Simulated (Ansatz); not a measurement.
G0W0 rungs for Bi2Te2Se (R-3m).

```
Bi Te Se
1.0
     2.15335    1.24324    9.99847
    -2.15335    1.24324    9.99847
     0.00000   -2.48647    9.99847
Bi Te Se
2 2 1
Direct
  0.60583 0.60583 0.60583
  0.39417 0.39417 0.39417
  0.21441 0.21441 0.21441
  0.78559 0.78559 0.78559
  0.00000 0.00000 0.00000
```

Geometry: measured lattice cell, ions relaxed with r2SCAN; the structure entry is the Materials Project's. The runs that relaxed it are not among those shown. Spin-orbit coupling is left out unless a run names it. PAW set soft_2, made with PBE.

Runs so far (Ansatz 0.2.0, start r2SCAN, default PAW files, 4×4×4 mesh). Times are wall times on 1 × NVIDIA H100 80GB HBM3 (shared by 6 runs) with 3 threads of AMD EPYC 7R13 (Zen 3), shared host, good to a factor of about two.

| bands summed | cutoff (eV) | gap on the mesh (eV) | time |
| --- | --- | --- | --- |
| 195 | 57 | 0.361 | 32 s |
| 482 | 114 | 0.439 | 72 s |

Question: What should the next rung give, with 994 bands and screening to 190 eV, and where is the limit?

The error falls about as one over the bands when the cutoff rises with them. A line through the two highest rungs given predicts 0.466 eV; the run gave 0.510 eV, a miss of 0.044 eV, so the law fails here: the steps don't follow it yet. The two highest rungs put the limit near 0.578 eV, the pair below near 0.492 eV; neither can be trusted until a further rung is run.

Gaps are over the mesh's points; an edge off the mesh would be missed. Limits: not at the basis limit; mesh may overstate the screening; no spin-orbit coupling.

[Paths, hosts, dates, memory and timing lines, banners, echoed tables and standing remarks are left out of the program output.]

[Logs are printed without paths, hosts, clocks, repeated set-up lines and the standing remarks that a program may print on its own settings, such as how far it seeks lower states.]

[Runs of the session that timed out or met a known fault of the program may be left out.]

[Cells called generated may have been cut or substituted from an entry of the Crystallography Open Database or the Materials Project.]

[Hosts, paths, dates, database ids (printed as entryN), source tags and the programs' standing remarks are cut or masked in the printed files.]
